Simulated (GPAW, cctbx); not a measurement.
# By hand: from a DFT structure factor to an extinction distance in Ca2YSbS6

Ca2YSbS6, Fm-3m (no. 225), a = 10.0813 Å, b = 10.0813 Å, c = 10.0813 Å, α = 90.00°, β = 90.00°, γ = 90.00°.

```
atom  mult.    x    y       z
 Sb1      4  1/2    0       0
  Y1      4    0    0       0
 Ca1      8  1/4  1/4     3/4
  S1     24    0    0  0.7425
```

The start was made by putting kin elements into a known structure type; the compound need not exist, or be stable, in this form.

A DFT run (GPAW, PBE, 450 eV, 3×3×3 k-points, Fermi–Dirac width 0.05 eV) gives the static X-ray structure factor of 020 as 307.712 e for the conventional cell; superposed free atoms give 305.839 e. **Problem.** Find the Fourier component V of the crystal potential and the two-beam extinction distance at 120 kV in both cases.

## Step 1: Geometry

The cell volume is Ω = 1024.59 Å³ and d(020) = 5.0406 Å, so g = 1/d = 0.1984 Å⁻¹.

## Step 2: The nuclei

Electrons feel nuclei as well as electrons, so the nuclear charges are summed with the same phases.

Phase sums Σ exp(2πi h·x), turned so that the total is real and positive: Sb +4.000, Y +4.000, Ca -8.000, S +8.036. Then F_Z = 51 × (+4.000) + 39 × (+4.000) + 20 × (-8.000) + 16 × (+8.036) = 328.57 e. The electron term has the same sign for this reflection.

## Step 3: Mott–Bethe

Poisson's equation, term by term, gives V = (e/4πε₀)(F_Z − F)/(πΩg²), with e/4πε₀ = 14.3996 V Å.

The prefactor is 14.3996 × 5.0406²/(π × 1024.59) = 0.11366 V per electron. Free atoms: (328.57 − 305.839) × 0.11366 = 2.584 V. Crystal: (328.57 − 307.712) × 0.11366 = 2.371 V. F changes by +0.61 % and V by -8.2 %: the same 1.87 e is measured against F_Z − F = 22.7 e in place of F = 305.8 e.

## Step 4: Extinction distance

In the two-beam case ξ = 1/(λU) with U = 2γm₀eV/h², that is ξ = 150.41 V Å²/(γλV).

At 120 kV, λ = 0.03349 Å and γ = 1.2348. Free atoms: ξ = 1408 Å. Crystal: ξ = 1534 Å. The thickness fringes go as sin²(πt/ξ), so the two patterns slip by a quarter of a period when t|1/ξ₁ − 1/ξ₀| = 1/4, at t ≈ 427 nm. Thermal motion, absorption and many-beam coupling, left out here, change a real pattern.

## Step 5: Answer

V(020) is 2.37 V against 2.58 V, and ξ is 1534 against 1408 Å. Limits: static atoms, two beams.

[Outputs are excerpts: Python notices, other lines and further rows are left out; steps that failed or that the build refused (PBEsol, TPSS) are not shown.]

[Logs are printed without paths, hosts, clocks, repeated set-up lines and the standing remarks that a program may print on its own settings, such as how far it seeks lower states.]
